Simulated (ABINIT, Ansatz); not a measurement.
# Cl (Cmce): G0W0 with ABINIT, start to end

How does a plane-wave GW calculation on Cl (Cmce) run from the first input to the gap?

Program: ABINIT 10.8.3. Level of theory: PBE and many-body steps on it, plane waves. Results are calculated unless marked as measured.

### 1. The structure

The structure is orthorhombic, space group Cmce (No. 64). The conventional cell has a = 6.290 Å, b = 4.500 Å, c = 8.210 Å, α = 90.00°, β = 90.00°, γ = 90.00°. Nearest to Cl lie 1 Cl at 2.02 Å.

The cell and positions come from the Crystallography Open Database and are kept as given unless a step says otherwise.

### 2. Ground state

This step: ABINIT 10.8.3; DFT, PBE, plane waves, norm-conserving pseudopotentials.

The ground-state density comes first.

File run.abi:

```
acell 3*1.0 Angstrom
rprim 
  3.145000000000 -2.250000000000 0.000000000000
  3.145000000000 2.250000000000 0.000000000000
  0.000000000000 0.000000000000 8.210000000000
ntypat 1
znucl 17
natom 4
typat 1 1 1 1
xred 
  0.870000000000 0.130000000000 0.100000000000
  0.630000000000 0.370000000000 0.600000000000
  0.130000000000 0.870000000000 0.900000000000
  0.370000000000 0.630000000000 0.400000000000
pp_dirpath "pseudos"
pseudos "Cl.upf"
ecut 25
ngkpt 6 6 4
nshiftk 1
shiftk 0 0 0
kptopt 1
chksymbreak 0
nband 20
occopt 1
tolvrs 1e-10
nstep 60
prtwf 0
optforces 0
optstress 0
indata_prefix "in"
outdata_prefix "out"
tmpdata_prefix "tmp"
```

On the command line:

```bash
$ OMP_NUM_THREADS=1 mpirun -n 4 abinit run.abi > log
```

Numbers of over 12 decimals in the logs are rounded to 6 here.

Output:

```text
.Version 10.8.3 of ABINIT. v10.8.2 released Aug 2026.

 Symmetries : space group Cm c a (# 64); Bravais oC (1-face-center ortho.)
================================================================================
 Values of the parameters that define the memory need of the present run
     intxc =       0    ionmov =       0      iscf =       7    lmnmax =       6
     lnmax =       6     mgfft =      72  mpssoang =       3    mqgrid =    3493
     natom =       4  nloc_mem =       1    nspden =       1   nspinor =       1
    nsppol =       1      nsym =       8    n1xccc =    2501    ntypat =       1
    occopt =       1   xclevel =       2
-    mband =          20        mffmem =           1         mkmem =          10
       mpw =        4710          nfft =       93312          nkpt =          39
================================================================================
  Rough estimation (10% accuracy) of disk space for files :
================================================================================

--------------------------------------------------------------------------------
------------- Echo of variables that govern the present computation ------------
--------------------------------------------------------------------------------
 -outvars: echo values of preprocessed input variables --------
            acell      1.8897261259E+00  1.8897261259E+00  1.8897261259E+00 Bohr

      chksymbreak           0
             ecut      2.50000000E+01 Hartree
-          fftalg         312

              ixc     -101130
              kpt      0.00000000E+00  0.00000000E+00  0.00000000E+00
                       1.66666667E-01  0.00000000E+00  0.00000000E+00
                       3.33333333E-01  0.00000000E+00  0.00000000E+00
                       5.00000000E-01  0.00000000E+00  0.00000000E+00
                       1.66666667E-01  1.66666667E-01  0.00000000E+00
                       3.33333333E-01  1.66666667E-01  0.00000000E+00
                       5.00000000E-01  1.66666667E-01  0.00000000E+00
                      -3.33333333E-01  1.66666667E-01  0.00000000E+00
                      -1.66666667E-01  1.66666667E-01  0.00000000E+00
   [... 28 further rows ...]
                      -3.33333333E-01  3.33333333E-01  5.00000000E-01
                       5.00000000E-01  5.00000000E-01  5.00000000E-01
         kptrlatt        6    0    0      0    6    0      0    0    4
          kptrlen      4.38451851E+01
P           mkmem          10
            natom           4
            nband          20
            ngfft          36      36      72
             nkpt          39
            nstep          60
             nsym           8
           ntypat           1
              occ      2.000000  2.000000  2.000000  2.000000  2.000000  2.000000
                       2.000000  2.000000  2.000000  2.000000  2.000000  2.000000
                       2.000000  2.000000  0.000000  0.000000  0.000000  0.000000
                       0.000000  0.000000
        optforces           0
        optstress           0
            prtwf           0
            rprim      3.1450000000E+00 -2.2500000000E+00  0.0000000000E+00
[...]
spgroup          64

           tolvrs      1.00000000E-10

             xred      8.7000000000E-01  1.3000000000E-01  1.0000000000E-01
[...]
znucl       17.00000

================================================================================

 chkinp: Checking input parameters for consistency.

================================================================================
== DATASET  1 ==================================================================
-   mpi_nproc: 4, omp_nthreads: 1 (-1 if OMP is not activated)

--- !DatasetInfo
iteration_state: {dtset: 1, }
dimensions: {natom: 4, nkpt: 39, mband: 20, nsppol: 1, nspinor: 1, nspden: 1, mpw: 4710, }
cutoff_energies: {ecut:  25.0, pawecutdg:  -1.0, }
electrons: {nelect:   2.80000000E+01, charge:   0.00000000E+00, occopt:   1.00000000E+00, tsmear:   1.00000000E-02, }

 Real(R)+Recip(G) space primitive vectors, cartesian coordinates (Bohr,Bohr^-1):
 R(1)=  5.9431887 -4.2518838  0.0000000  G(1)=  0.0841299 -0.1175949  0.0000000
 R(2)=  5.9431887  4.2518838  0.0000000  G(2)=  0.0841299  0.1175949  0.0000000
 R(3)=  0.0000000  0.0000000 15.5146515  G(3)=  0.0000000  0.0000000  0.0644552
 Unit cell volume ucvol=  7.8410265E+02 bohr^3
 Angles (23,13,12)=  9.00000000E+01  9.00000000E+01  7.11614758E+01 degrees

 getcut: wavevector=  0.0000  0.0000  0.0000  ngfft=  36  36  72
         ecut(hartree)=     25.000   => boxcut(ratio)=   2.06184

--- Pseudopotential description ------------------------------------------------
- Cl Generated using ONCVPSP code by D. R. Hamann
- 17.00000   7.00000  171031                  znucl, zion, pspdat
12 -101130 2 -1 1028                          pspcod,pspxc,lmax,lloc,mmax
     nproj     2     2     2
  pspatm : epsatm=    9.12776517
         --- l  ekb(1:nproj) -->
[...]
pspatm: atomic psp has been read  and splines computed

   1.02230970E+03                                ecore*ucvol(ha*bohr**3)
--------------------------------------------------------------------------------

_setup2: Arith. and geom. avg. npw (full set) are    4682.410    4682.398

================================================================================

--- !BeginCycle
iteration_state: {dtset: 1, }
solver: {iscf: 7, nstep: 60, nline: 4, wfoptalg: 0, }
tolerances: {tolvrs: 1.00E-10, }

     iter   Etot(hartree)      deltaE(h)  residm     vres2
 ETOT  1  -65.563016520983    -6.556E+01 3.387E-02 2.238E+01
 ETOT  2  -65.589223611204    -2.621E-02 7.050E-03 1.956E+00
 ETOT  3  -65.589587263899    -3.637E-04 4.864E-03 1.545E-01
 ETOT  4  -65.589621889147    -3.463E-05 2.148E-03 4.225E-02
 ETOT  5  -65.589627101151    -5.212E-06 9.614E-04 1.292E-03
 ETOT  6  -65.589627199638    -9.849E-08 2.168E-03 7.950E-05
 ETOT  7  -65.589627205584    -5.946E-09 6.894E-04 1.991E-06
 ETOT  8  -65.589627205738    -1.538E-10 6.133E-04 2.591E-07
 ETOT  9  -65.589627205778    -4.019E-11 3.831E-04 4.428E-09
 ETOT 10  -65.589627205780    -1.918E-12 2.141E-04 2.506E-10
 ETOT 11  -65.589627205780     4.832E-13 1.255E-04 5.578E-12

 At SCF step   11       vres2   =  5.58E-12 < tolvrs=  1.00E-10 =>converged.

--- !ResultsGS
iteration_state: {dtset: 1, }
comment   : Summary of ground state results
lattice_vectors:
- [  5.9431887,  -4.2518838,   0.0000000, ]
- [  5.9431887,   4.2518838,   0.0000000, ]
- [  0.0000000,   0.0000000,  15.5146515, ]
lattice_lengths: [   7.30753,    7.30753,   15.51465, ]
lattice_angles: [ 90.000,  90.000,  71.161, ] # degrees, (23, 13, 12)
lattice_volume:   7.8410265E+02
convergence: {deltae:  4.832E-13, res2:  5.578E-12, residm:  1.255E-04, diffor:  0.000E+00, }
etotal    :  -6.55896272E+01
entropy   :   0.00000000E+00
fermie    :  -3.02756789E-02
cartesian_stress_tensor: null
pressure_GPa: null
xred      :
- [  8.7000E-01,   1.3000E-01,   1.0000E-01, Cl]
- [  6.3000E-01,   3.7000E-01,   6.0000E-01, Cl]
- [  1.3000E-01,   8.7000E-01,   9.0000E-01, Cl]
- [  3.7000E-01,   6.3000E-01,   4.0000E-01, Cl]
cartesian_forces: null
force_length_stats: {min: null, max: null, mean: null, }

 Integrated electronic density in atomic spheres:
 ------------------------------------------------
 Atom  Sphere_radius  Integrated_density
[...]
4        2.00000          4.99274342
================================================================================

 ----iterations are completed or convergence reached----

 Mean square residual over all n,k,spin=   23.421E-08; max=  12.545E-05
 reduced coordinates (array xred) for    4 atoms
       0.870000000000      0.130000000000      0.100000000000
       0.630000000000      0.370000000000      0.600000000000
       0.130000000000      0.870000000000      0.900000000000
       0.370000000000      0.630000000000      0.400000000000
 rms dE/dt=  0.0000E+00; max dE/dt=  0.0000E+00; dE/dt below (all hartree)
    1       0.000000000000      0.000000000000      0.000000000000
    2       0.000000000000      0.000000000000      0.000000000000
    3       0.000000000000      0.000000000000      0.000000000000
    4       0.000000000000      0.000000000000      0.000000000000

 cartesian coordinates (angstrom) at end:
    1      3.145000    -1.665000     0.821000
    2      3.145000    -0.585000     4.926000
    3      3.145000     1.665000     7.389000
    4      3.145000     0.585000     3.284000
 length scales=  1.889726125908  1.889726125908  1.889726125908 bohr
              =  1.000000000000  1.000000000000  1.000000000000 angstroms
 prteigrs : about to open file out_EIG
 Fermi (or HOMO) energy (hartree) =  -0.03028   Average Vxc (hartree)=  -0.28844
 Eigenvalues (hartree) for nkpt=  39  k points:
 kpt#   1, nband= 20, wtk=  0.00694, kpt=  0.0000  0.0000  0.0000 (reduced coord)
  -0.64091   -0.63353   -0.49406   -0.47435   -0.22600   -0.19657   -0.12661   -0.12203
  -0.10941   -0.10909   -0.05601   -0.04507   -0.03565   -0.03234    0.06046    0.08112
   0.22390    0.24601    0.29106    0.33966
 prteigrs : prtvol=0 or 1, do not print more k-points.

--- !EnergyTerms
iteration_state     : {dtset: 1, }
comment             : Components of total free energy in Hartree
kinetic             :  2.21312281786968E+01
hartree             :  1.26113106288629E+01
xc                  : -1.77898133417971E+01
Ewald energy        : -4.52935173226236E+01
psp_core            :  1.30379574154858E+00
local_psp           : -4.74110710612950E+01
non_local_psp       :  8.85843997082753E+00
total_energy        : -6.55896272057798E+01
total_energy_eV     : -1.78478467962638E+03
band_energy         : -6.75520836384856E+00

== END DATASET(S) ==============================================================
================================================================================

 -outvars: echo values of variables after computation  --------
           etotal     -6.5589627206E+01
            nband          20
             nkpt          39
          spgroup          64
 [... the other variables as echoed above ...]

 Calculation completed.
```

Elapsed: 31 s, on 4 MPI ranks of Arm Neoverse V1, shared host; peak memory 0.36 GiB.

Numbers from this step:

- total energy: -1784.7847 eV
- gap: 2.469 eV
- k of the valence top: 0.5, 0.5, 0
- k of the conduction bottom: 0, 0, 0
- least direct gap: 2.525 eV

The gap is indirect, with the least direct gap 0.06 eV higher.

(Continued in part 2 of 3.)

[Paths, hosts, dates, memory and timing lines, banners, echoed tables and standing remarks are left out of the program output.]

[Logs are printed without paths, hosts, clocks, repeated set-up lines and the standing remarks that a program may print on its own settings, such as how far it seeks lower states.]

[Runs of the session that timed out or met a known fault of the program may be left out.]

[Hosts, paths, dates, database ids (printed as entryN), source tags and the programs' standing remarks are cut or masked in the printed files.]

[G0W0 gaps are taken among the corrected bands and points alone; a level outside them can change the order at an edge.]

[Where Ansatz stands beside ABINIT at settings called matched, ABINIT's density can come from a denser mesh and the files from another edition; pairs whose starting gaps differed by over 0.03 eV were left out, so agreement reads better than it is.]
